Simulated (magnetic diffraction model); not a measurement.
# Magnetic neutron pattern of MgMn₂Si₂

Space group P-3m1 (no. 164), a = 3.9480 Å, c = 6.4500 Å.

| site | atom | x | y | z |
| --- | --- | --- | --- | --- |
| 2d | Mn | 2/3 | 1/3 | 0.3703 |
| 2d | Si | 2/3 | 1/3 | 0.7647 |
| 1a | Mg | 0 | 0 | 0 |

The compound is invented for this exercise: a known structure type with other elements, its cell scaled to their sizes and not relaxed.

Only Mn is taken to order (form factors of Mn2+); orders and moment sizes are assumed, and not adapted to the symmetry. Radiation: neutrons of λ = 4.2 Å, 3° to 80°; isotropic B of 0.4 Å² (Mn), 0.35 Å² (Si) and 0.46 Å² (Mg). Simulated constant-wavelength pattern: nuclear and magnetic terms add, the magnetic one as |2.695 fm × Σ f S⊥ exp(2πi Q·r) exp(−B s²)|², summed over all Q at one angle with the factor 1/(sin²θ cos θ). For collinear order S is the moment m, which repeats by lattice and centring translations R with the sign exp(−2πi k·R). Free-ion form factors, Sears's scattering lengths of 1992, no absorption; a label names one of the reflections at its angle. The strongest nuclear line in the range is 100, and lines under 0.2 are left out.

Assume the order k = (1/2 1/2 0), collinear moments along [001], 3.09 μB on Mn; signs + at (2/3, 1/3, 0.3703), + at (1/3, 2/3, 0.6297).

Predict the pattern, nuclear and magnetic parts apart.

| 2θ (°) | index | nuclear | magnetic |
| --- | --- | --- | --- |
| 35.77 | (1/2 -1/2 0) | 0.0 | 54.3 |
| 38.00 | (0 0 1) | 100.0 | 0.0 |
| 53.17 | (1/2 -1/2 1) | 0.0 | 46.1 |
| 64.27 | (1/2 1/2 0) | 0.0 | 64.2 |
| 75.79 | (1 0 0) | 19.2 | 0.0 |
| 77.17 | (1/2 1/2 1) | 0.0 | 30.4 |

The strongest magnetic line in the range is (1/2 1/2 0) at 64.27° (64.2). On top of the Lorentz factor, which all lines share, magnetic lines fade with angle because f falls: for Mn2+ it is 0.90, 0.66, 0.41 and 0.12 at sin θ/λ = 0.1, 0.2, 0.3 and 0.5 Å⁻¹, while nuclear lengths stay constant. The order has no net moment.
